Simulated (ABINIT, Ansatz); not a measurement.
**A GW run on SiO2 (P6_222) in ABINIT, with inputs changed**

What do changed inputs do to GW on SiO2 (P6_222)?

Main program and level: ABINIT 10.8.3; LDA and many-body steps on it, plane waves.

The database entry behind the starting cell is an old determination (1926), so it need not match the best structure at ambient conditions.

## 1. The structure

Symmetry: P6_222, No. 180, hexagonal system. The conventional cell has a = 5.013 Å, b = 5.013 Å, c = 5.470 Å, α = 90.00°, β = 90.00°, γ = 120.00°. Nearest to Si lie 4 O at 1.62 Å. O has 2 Si at 1.62 Å nearest. Farther neighbours and most contacts between anions are not listed.

The cell and positions come from the Crystallography Open Database and are kept as given unless a step says otherwise.

## 2. Screening, 3×3×2 mesh, 102 bands, screening to 114.3 eV

This step: ABINIT 10.8.3; RPA screening on LDA, plane waves, norm-conserving pseudopotentials.

The RPA dielectric matrix is built and inverted for each q.

Contents of run.abi:

```
acell 3*1.0 Angstrom
rprim 
  5.013000000017 -0.000000000004 0.000000000000
  -2.506500000005 4.341385349188 0.000000000000
  0.000000000000 0.000000000000 5.470000000000
ntypat 2
znucl 14 8
natom 9
typat 1 1 1 2 2 2 2 2 2
xred 
  0.500000000000 0.500000000000 0.333333333333
  0.000000000000 0.500000000000 0.666666666667
  0.500000000000 0.000000000000 -0.000000000000
  0.197000000000 0.803000000000 0.833333333333
  0.394000000000 0.197000000000 0.166666666667
  0.197000000000 0.394000000000 0.500000000000
  0.803000000000 0.197000000000 0.833333333333
  0.606000000000 0.803000000000 0.166666666667
  0.803000000000 0.606000000000 0.500000000000
pp_dirpath "pseudos"
pseudos "Si.upf, O.upf"
ecut 36
ngkpt 3 3 2
nshiftk 1
shiftk 0 0 0
kptopt 1
chksymbreak 0
istwfk *1
occopt 1
irdwfk 1
optdriver 3
nband 102
ecuteps 4.2
inclvkb 2
awtr 1
symchi 1
indata_prefix "in"
outdata_prefix "out"
tmpdata_prefix "tmp"
```

Run with:

```bash
$ OMP_NUM_THREADS=1 mpirun -n 4 abinit run.abi > log
```

The program printed:

```text
.Version 10.8.3 of ABINIT. v10.8.2 released Aug 2026.

 Symmetries : space group P6_2 2 2 (#180); Bravais hP (primitive hexag.)
[... echo of the input left out ...]
== DATASET  1 ==================================================================
-   mpi_nproc: 4, omp_nthreads: 1 (-1 if OMP is not activated)

--- !DatasetInfo
iteration_state: {dtset: 1, }
dimensions: {natom: 9, nkpt: 6, mband: 102, nsppol: 1, nspinor: 1, nspden: 1, mpw: 8320, }
cutoff_energies: {ecut:  36.0, pawecutdg:  -1.0, }
electrons: {nelect:   4.80000000E+01, charge:   0.00000000E+00, occopt:   1.00000000E+00, tsmear:   1.00000000E-02, }

 SCREENING: Calculation of the susceptibility and dielectric matrices

 Based on a program developped by R.W. Godby, V. Olevano, G. Onida, and L. Reining.
 Incorporated in ABINIT by V. Olevano, G.-M. Rignanese, and M. Torrent.
.Using double precision arithmetic ; gwpc =  8

[... cell and pseudopotentials left out ...]
--------------------------------------------------------------------------------

 ==== K-mesh for the wavefunctions ====
 Number of points in the irreducible wedge :     6
[... list of points left out ...]
 Together with 12 symmetry operations and time-reversal symmetry
 yields    18 points in the full Brillouin Zone.

 ==== Q-mesh for the screening function ====
 Number of points in the irreducible wedge :     6
[... list of points left out ...]
 Together with 12 symmetry operations and time-reversal symmetry
 yields    18 points in the full Brillouin Zone.

 setmesh: FFT mesh size selected  =    36x   36x   45
          total number of points  =        58320

 vcoul_init : cutoff-mode = AUXILIARY_FUNCTION
 q-points for optical limit:   1
     1)      0.000010    0.000020    0.000030

- screening: taking advantage of time-reversal symmetry
- Maximum band index for partially occupied states nbvw = 24
- Remaining bands to be divided among processors   nbcw = 78
- Number of bands treated by each node ~19

 Number of electrons calculated from density =   48.0000; Expected =   48.0000
 average of density, n =  0.059749
 r_s =    1.5868
 omega_plasma =   23.5788 [eV]

 calculating chi0 at frequencies [eV] :
  1    0.000000E+00    0.000000E+00
  2    0.000000E+00    2.357877E+01

--------------------------------------------------------------------------------
  q-point number  1        q = ( 0.000000, 0.000000, 0.000000) [r.l.u.]
--------------------------------------------------------------------------------
[... chi0 elements left out ...]
 For q-point:  0.000010 0.000020 0.000030
  dielectric constant =   2.3553
  dielectric constant without local fields =   2.5468

  Average fulfillment of the sum rule on Im[epsilon] for q-point    1 :     45.07  [%]
[... wings left out ...]
  q-point number  2        q = ( 0.333333, 0.000000, 0.000000) [r.l.u.]
--------------------------------------------------------------------------------
[... chi0 elements left out ...]
  Average fulfillment of the sum rule on Im[epsilon] for q-point    2 :     53.77  [%]

 [... 4 further q-points ...]
```

Elapsed: 48 s, on 4 MPI ranks of Arm Neoverse V2, shared host; peak memory 1.7 GiB.

Numbers from this step:

```
ε∞ with local fields, on this mesh, along the program's q direction : 2.355
the same without local fields                                       : 2.547
plasma frequency                                                    : 23.58 eV
plane waves in the screening matrix                                 : 339
```

Local fields lower ε∞ by 8 %. On a Γ-centred mesh this coarse the value itself is usually too large, while a short band sum pulls it down.

## 3. Base

The self-energy is evaluated for the states that the input lists, and the levels follow from it, in one-shot runs by the linearised quasiparticle equation.

This step: G0W0 on LDA, plane waves, norm-conserving pseudopotentials.

run.abi: that of step 2 with these lines changed.

```diff
@@ -30,8 +30,17 @@
 irdwfk 1
-optdriver 3
+optdriver 4
 nband 102
+gwcalctyp 0
+ecutsigx 36
+symsigma 1
+nkptgw 2
+kptgw 
+  0.0000000000 0.0000000000 0.5000000000
+  0.0000000000 0.0000000000 0.0000000000
+bdgw 
+  23 26
+  22 27
 ecuteps 4.2
-inclvkb 2
-awtr 1
-symchi 1
+irdscr 1
+ppmodel 1
 indata_prefix "in"
```

The program printed:

```text
.Version 10.8.3 of ABINIT. v10.8.2 released Aug 2026.

 Symmetries : space group P6_2 2 2 (#180); Bravais hP (primitive hexag.)
[... echo of the input left out ...]
== DATASET  1 ==================================================================
-   mpi_nproc: 4, omp_nthreads: 1 (-1 if OMP is not activated)

--- !DatasetInfo
iteration_state: {dtset: 1, }
dimensions: {natom: 9, nkpt: 6, mband: 102, nsppol: 1, nspinor: 1, nspden: 1, mpw: 8320, }
cutoff_energies: {ecut:  36.0, pawecutdg:  -1.0, }
electrons: {nelect:   4.80000000E+01, charge:   0.00000000E+00, occopt:   1.00000000E+00, tsmear:   1.00000000E-02, }

 SIGMA: Calculation of the GW corrections

 Based on a program developped by R.W. Godby, V. Olevano, G. Onida, and L. Reining.
 Incorporated in ABINIT by V. Olevano, G.-M. Rignanese, and M. Torrent.
.Using double precision arithmetic ; gwpc =  8

[... cell and pseudopotentials left out ...]
--------------------------------------------------------------------------------

 ==== K-mesh for the wavefunctions ====
 Number of points in the irreducible wedge :     6
[... list of points left out ...]
 Together with 12 symmetry operations and time-reversal symmetry
 yields    18 points in the full Brillouin Zone.

 ==== Q-mesh for screening function ====
 Number of points in the irreducible wedge :     6
[... list of points left out ...]
 Together with 12 symmetry operations and time-reversal symmetry
 yields    18 points in the full Brillouin Zone.

 vcoul_init : cutoff-mode = AUXILIARY_FUNCTION
 q-points for optical limit:   1
     1)      0.000010    0.000020    0.000030
 setmesh: FFT mesh size selected  =    45x   45x   60
          total number of points  =       121500

 Number of electrons calculated from density =   48.0000; Expected =   48.0000
 average of density, n =  0.059749
 r_s =    1.5868
 omega_plasma =   23.5788 [eV]

 === KS Band Gaps ===
  >>>> For spin  1
   Minimum direct gap =   5.4877 [eV], located at k-point      :   0.0000  0.0000  0.0000
   Fundamental gap    =   5.3731 [eV], Top of valence bands at :   0.0000  0.0000  0.5000
                                       Bottom of conduction at :   0.0000  0.0000  0.0000
 SIGMA fundamental parameters:
 PLASMON POLE MODEL  1
 number of plane-waves for SigmaX                 8277
 number of plane-waves for SigmaC and W            339
 number of plane-waves for wavefunctions          8277
 number of bands                                   102
 number of independent spin polarizations            1
 number of spinorial components                      1
 number of k-points in IBZ                           6
 number of q-points in IBZ                           6
 number of symmetry operations                      12
 number of k-points in BZ                           18
 number of q-points in BZ                           18
 number of frequencies for dSigma/dE                 9
 frequency step for dSigma/dE [eV]                0.25
 number of omega for Sigma on real axis              0
 max omega for Sigma on real axis  [eV]           0.00
 zcut for avoiding poles [eV]                     0.10

 EPSILON^-1 parameters (SCR file):
 dimension of the eps^-1 matrix on file            339
 dimension of the eps^-1 matrix used               339
 number of plane-waves for wavefunctions          8277
 number of bands                                   102
 number of q-points in IBZ                           6
 number of frequencies                               2
 number of real frequencies                          1
 number of imag frequencies                          1

 matrix elements of self-energy operator (all in [eV])

 Perturbative Calculation

--- !SelfEnergy_ee
iteration_state: {dtset: 1, }
kpoint     : [   0.000,    0.000,    0.500, ]
spin       : 1
KS_gap     :    7.208
QP_gap     :   10.345
Delta_QP_KS:    3.137
data: !SigmaeeData |
     Band     E0 <VxcDFT>   SigX SigC(E0)      Z dSigC/dE  Sig(E)    E-E0       E
       23  -0.181 -19.875 -25.701   4.373   0.813  -0.230 -21.057  -1.181  -1.363
       24  -0.181 -19.875 -25.701   4.373   0.813  -0.230 -21.057  -1.181  -1.363
       25   7.027 -12.012  -7.075  -2.669   0.862  -0.159 -10.056   1.955   8.983
       26   7.027 -12.012  -7.075  -2.669   0.862  -0.159 -10.056   1.955   8.983

--- !SelfEnergy_ee
iteration_state: {dtset: 1, }
kpoint     : [   0.000,    0.000,    0.000, ]
spin       : 1
KS_gap     :    5.488
QP_gap     :    8.336
Delta_QP_KS:    2.848
data: !SigmaeeData |
     Band     E0 <VxcDFT>   SigX SigC(E0)      Z dSigC/dE  Sig(E)    E-E0       E
       22  -0.677 -19.048 -24.867   4.261   0.814  -0.228 -20.317  -1.269  -1.946
       23  -0.677 -19.048 -24.867   4.261   0.814  -0.228 -20.317  -1.269  -1.946
       24  -0.296 -19.821 -25.621   4.348   0.813  -0.230 -21.002  -1.181  -1.477
       25   5.192 -10.597  -5.927  -2.757   0.872  -0.147  -8.930   1.667   6.859
       26   8.457 -11.660  -6.244  -2.900   0.861  -0.162  -9.495   2.165  10.622
       27   8.457 -11.660  -6.244  -2.900   0.861  -0.162  -9.495   2.165  10.622

== END DATASET(S) ==============================================================
================================================================================

 -outvars: echo values of variables after computation  --------
           etotal      0.0000000000E+00
            nband         102
             nkpt           6
          spgroup         180
 [... the other variables as echoed above ...]

 Calculation completed.
```

The job ended after 10 s (4 MPI ranks; peak memory 1.2 GiB).

This step gave:

```yaml
g0w0_gap_on_the_points_computed: 8.222 eV
starting_gap_on_the_mesh: 5.373 eV
k_of_the_valence_top: 0, 0, 0.5
k_of_the_conduction_bottom: 0, 0, 0
z_at_the_valence_top: 0.813
z_at_the_conduction_bottom: 0.872
least_direct_g0w0_gap_on_the_computed_points: 8.336 eV
```

The gap on the mesh goes from 5.37 eV to 8.22 eV, a correction of +2.85 eV.

## 4. Smaller part of the screening matrix

run.abi: that of step 3 with these lines changed.

```diff
@@ -42,3 +42,3 @@
   22 27
-ecuteps 4.2
+ecuteps 2.1
 irdscr 1
```

The program printed:

```text
.Version 10.8.3 of ABINIT. v10.8.2 released Aug 2026.

 Symmetries : space group P6_2 2 2 (#180); Bravais hP (primitive hexag.)
[... echo of the input left out ...]
== DATASET  1 ==================================================================
-   mpi_nproc: 4, omp_nthreads: 1 (-1 if OMP is not activated)

--- !DatasetInfo
iteration_state: {dtset: 1, }
dimensions: {natom: 9, nkpt: 6, mband: 102, nsppol: 1, nspinor: 1, nspden: 1, mpw: 8320, }
cutoff_energies: {ecut:  36.0, pawecutdg:  -1.0, }
electrons: {nelect:   4.80000000E+01, charge:   0.00000000E+00, occopt:   1.00000000E+00, tsmear:   1.00000000E-02, }

 SIGMA: Calculation of the GW corrections

 Based on a program developped by R.W. Godby, V. Olevano, G. Onida, and L. Reining.
 Incorporated in ABINIT by V. Olevano, G.-M. Rignanese, and M. Torrent.
.Using double precision arithmetic ; gwpc =  8

[... cell and pseudopotentials left out ...]
--------------------------------------------------------------------------------

 ==== K-mesh for the wavefunctions ====
 Number of points in the irreducible wedge :     6
[... list of points left out ...]
 Together with 12 symmetry operations and time-reversal symmetry
 yields    18 points in the full Brillouin Zone.

 ==== Q-mesh for screening function ====
 Number of points in the irreducible wedge :     6
[... list of points left out ...]
 Together with 12 symmetry operations and time-reversal symmetry
 yields    18 points in the full Brillouin Zone.

 vcoul_init : cutoff-mode = AUXILIARY_FUNCTION
 q-points for optical limit:   1
     1)      0.000010    0.000020    0.000030
 setmesh: FFT mesh size selected  =    45x   45x   60
          total number of points  =       121500

 Number of electrons calculated from density =   48.0000; Expected =   48.0000
[...]
number of omega for Sigma on real axis              0
 max omega for Sigma on real axis  [eV]           0.00
 zcut for avoiding poles [eV]                     0.10

 EPSILON^-1 parameters (SCR file):
 dimension of the eps^-1 matrix on file            339
 dimension of the eps^-1 matrix used               121
 number of plane-waves for wavefunctions          8277
 number of bands                                   102
 number of q-points in IBZ                           6
 number of frequencies                               2
 number of real frequencies                          1
 number of imag frequencies                          1

 matrix elements of self-energy operator (all in [eV])

 Perturbative Calculation

--- !SelfEnergy_ee
iteration_state: {dtset: 1, }
kpoint     : [   0.000,    0.000,    0.500, ]
spin       : 1
KS_gap     :    7.208
QP_gap     :   10.640
Delta_QP_KS:    3.432
data: !SigmaeeData |
     Band     E0 <VxcDFT>   SigX SigC(E0)      Z dSigC/dE  Sig(E)    E-E0       E
       23  -0.181 -19.875 -25.701   3.939   0.833  -0.200 -21.447  -1.572  -1.753
       24  -0.181 -19.875 -25.701   3.939   0.833  -0.200 -21.447  -1.572  -1.753
       25   7.027 -12.012  -7.075  -2.801   0.871  -0.149 -10.152   1.859   8.887
[...]
--- !SelfEnergy_ee
iteration_state: {dtset: 1, }
kpoint     : [   0.000,    0.000,    0.000, ]
spin       : 1
KS_gap     :    5.488
QP_gap     :    8.607
Delta_QP_KS:    3.120
data: !SigmaeeData |
     Band     E0 <VxcDFT>   SigX SigC(E0)      Z dSigC/dE  Sig(E)    E-E0       E
[...]
26   8.457 -11.660  -6.244  -2.951   0.867  -0.153  -9.523   2.137  10.594
       27   8.457 -11.660  -6.244  -2.951   0.867  -0.153  -9.523   2.137  10.594

== END DATASET(S) ==============================================================
================================================================================

 -outvars: echo values of variables after computation  --------
           etotal      0.0000000000E+00
            nband         102
             nkpt           6
          spgroup         180
 [... the other variables as echoed above ...]

 Calculation completed.
```

The job ended after 4 s (4 MPI ranks; peak memory 0.88 GiB).

This step gave:

```
G0W0 gap on the points computed              : 8.499 eV
starting gap on the mesh                     : 5.373 eV
k of the valence top                         : 0, 0, 0.5
k of the conduction bottom                   : 0, 0, 0
Z at the valence top                         : 0.833
Z at the conduction bottom                   : 0.878
least direct G0W0 gap on the computed points : 8.607 eV
```

## 5. The runs together

Times are wall times on 4 MPI ranks of Arm Neoverse V2, shared host, good to a factor of about two. A run's time includes the screening step that it read.

```csv
run,mesh,bands,screening cutoff (eV),DFT gap (eV),gap on the mesh (eV),direct (eV),ε∞ used,time
base,3×3×2,102,114.3,5.373,8.222,8.336,2.36,58 s
smaller part of the screening matrix,3×3×2,102,57.1,5.373,8.499,8.607,2.36,52 s
```

## 6. What came out

```json
{
 "base": "8.222 eV",
 "smaller part of the screening matrix": "8.499 eV",
 "known limits": "not at the basis limit; coarse k mesh"
}
```

What this shows: Smaller part of the screening matrix: +0.277 eV against base (keys changed: ecuteps). Bands and cutoff are finite, so the gap is not at the basis limit. The miss can reach some tenths of an eV and take either sign; the mesh is an error of its own. In the G0W0 runs levels were corrected at 2 k points alone, so a gap called «on the mesh» is the least over those, and an edge elsewhere would be missed. The 3×3×2 mesh is coarse for this cell, which bears on the long-range parts of exchange and screening.

[Paths, hosts, dates, memory and timing lines, banners, echoed tables and standing remarks are left out of the program output.]

[Logs are printed without paths, hosts, clocks, repeated set-up lines and the standing remarks that a program may print on its own settings, such as how far it seeks lower states.]

[Runs of the session that timed out or met a known fault of the program may be left out.]

[Hosts, paths, dates, database ids (printed as entryN), source tags and the programs' standing remarks are cut or masked in the printed files.]

[G0W0 gaps are taken among the corrected bands and points alone; a level outside them can change the order at an edge.]

[Where Ansatz stands beside ABINIT at settings called matched, ABINIT's density can come from a denser mesh and the files from another edition; pairs whose starting gaps differed by over 0.03 eV were left out, so agreement reads better than it is.]
